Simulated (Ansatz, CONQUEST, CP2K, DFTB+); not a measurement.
**Liquid (Li,Na)Cl at 1200 K (62 atoms), the built cell with every atom moved at random**

Geometry: the built cell with every atom moved at random. Computed with Ansatz 0.2.0: Kohn-Sham DFT, PBE, PAW, plane waves; cutoff 420 eV, Γ point, fermi-dirac smearing of 0.05 eV; density 1.35 g/cm³.

Extended XYZ; positions in Å, forces in eV/Å, q the Löwdin charge in e:

```xyz
62
Lattice="12.548 0.000 0.000 0.000 12.548 0.000 0.000 0.000 12.548" Properties=species:S:1:pos:R:3:charge:R:1:forces:R:3 pbc="T T T"
Li 7.026 12.027 2.208 0.73 0.274 -0.318 -0.053
Li 2.942 12.139 0.587 0.72 -0.295 0.217 0.243
Li 5.446 8.604 4.299 0.70 0.262 0.100 -0.042
Li 6.186 3.014 5.004 0.73 0.162 0.252 0.191
Li 6.082 3.211 8.445 0.72 0.506 -0.298 -0.120
Li 8.727 8.520 9.582 0.71 -0.051 -0.372 0.245
Li 10.763 9.975 7.262 0.69 0.193 0.163 -0.351
Li 8.393 6.146 5.867 0.73 0.015 -0.263 0.049
Li 9.336 4.163 10.022 0.72 -0.282 0.222 0.110
Li 3.913 5.251 10.696 0.73 0.053 -0.016 -0.030
Li 1.273 2.382 3.811 0.71 0.063 -0.007 -0.384
Li 6.631 10.723 7.212 0.70 0.249 0.302 -0.226
Li 2.044 8.467 0.158 0.73 -0.265 0.076 0.221
Na 5.156 11.373 10.047 0.74 0.063 0.060 -0.430
Na 5.687 8.359 0.104 0.75 0.301 0.081 0.297
Na 6.177 2.292 0.479 0.76 -0.058 0.223 -0.239
Na 10.646 12.186 4.691 0.74 0.046 -0.192 -0.093
Na 12.249 7.146 8.931 0.75 -0.221 -0.156 -0.339
Na 0.289 3.830 12.129 0.75 0.037 0.267 0.186
Na 2.167 4.427 6.961 0.73 -0.047 0.039 -0.075
Na 9.743 8.730 2.948 0.74 -0.029 0.793 -0.256
Na 10.291 2.157 1.861 0.75 0.094 0.329 0.107
Na 4.176 5.796 3.358 0.74 -0.180 -0.436 0.204
Na 10.156 1.968 7.336 0.75 0.331 -0.222 -0.115
Na 3.962 0.204 5.407 0.76 0.053 -0.120 0.015
Na 11.543 4.975 4.647 0.73 -0.131 -0.039 0.188
Na 1.067 11.674 9.467 0.78 -0.355 0.135 0.053
Na 10.619 10.737 12.146 0.76 -0.034 -0.139 0.245
Na 1.386 8.341 3.522 0.77 -0.140 -0.071 0.305
Na 8.567 6.243 0.893 0.75 0.096 -0.115 -0.015
Na 4.628 7.466 7.692 0.73 0.079 0.233 -0.523
Cl 0.738 1.281 11.871 -0.73 0.166 -0.482 -0.198
Cl 9.414 6.370 3.494 -0.68 0.091 -0.645 0.307
Cl 2.801 0.399 2.996 -0.70 -0.233 -0.355 -0.350
Cl 4.820 9.969 6.104 -0.68 -0.359 0.064 -0.506
Cl 5.268 5.278 0.133 -0.69 0.060 0.059 -0.252
Cl 6.845 9.421 2.523 -0.67 -0.013 0.412 0.158
Cl 10.908 9.575 9.534 -0.68 0.033 0.111 0.269
Cl 8.792 10.936 6.053 -0.68 -0.010 -0.229 0.250
Cl 9.477 12.226 1.796 -0.69 -0.290 -0.207 0.026
Cl 1.705 5.981 10.508 -0.69 -0.011 0.123 0.291
Cl 8.187 3.187 6.344 -0.68 -0.832 0.487 -0.148
Cl 11.674 8.013 6.327 -0.70 -0.061 -0.022 -0.200
Cl 11.415 2.031 4.442 -0.67 0.272 0.353 -0.276
Cl 5.707 0.516 7.746 -0.68 -0.406 -0.083 -0.018
Cl 5.159 12.193 12.430 -0.69 0.535 0.520 0.673
Cl 8.717 8.730 12.238 -0.69 -0.310 -0.351 -0.273
Cl 12.348 11.926 6.961 -0.70 -0.043 -0.049 0.302
Cl 12.006 3.811 7.617 -0.71 0.342 0.337 0.046
Cl 3.395 3.208 4.592 -0.67 0.255 0.185 0.607
Cl 6.918 2.340 3.049 -0.69 0.049 -0.551 -0.692
Cl 2.605 10.301 11.424 -0.68 -0.073 -0.102 -0.283
Cl 3.666 8.046 2.010 -0.67 -0.522 0.150 -0.204
Cl 4.547 4.953 8.336 -0.67 0.052 -0.519 0.595
Cl 2.728 6.831 5.896 -0.70 -0.269 0.146 -0.473
Cl 6.289 6.442 4.941 -0.68 -0.253 0.110 0.132
Cl 8.971 6.149 8.635 -0.67 0.071 0.275 0.153
Cl 0.410 4.635 2.453 -0.71 0.347 -0.194 -0.048
Cl 12.248 9.486 1.458 -0.70 0.346 -0.369 0.210
Cl 7.629 2.544 10.020 -0.70 0.103 0.159 0.318
Cl 10.127 4.246 12.466 -0.68 -0.135 -0.120 -0.356
Cl 6.349 9.149 8.965 -0.67 0.307 0.059 0.571
```

The network of bonds at the start is that of the classical potential that made the cell, and needn't be the one that DFT or experiment would give. Only the Γ point is sampled, in a cell whose shortest periodic width is 13 Å. The Löwdin charges lack the electrons that the projection spills, 0.024 e an atom on average.

The r.m.s. force component is 0.276 eV/Å; the longest force, 1.00 eV/Å, acts on Cl46.

[Logs are printed without paths, hosts, clocks, repeated set-up lines and the standing remarks that a program may print on its own settings, such as how far it seeks lower states.]

[Hosts, paths, dates, database ids (printed as entryN), source tags and the programs' standing remarks are cut or masked in the printed files.]
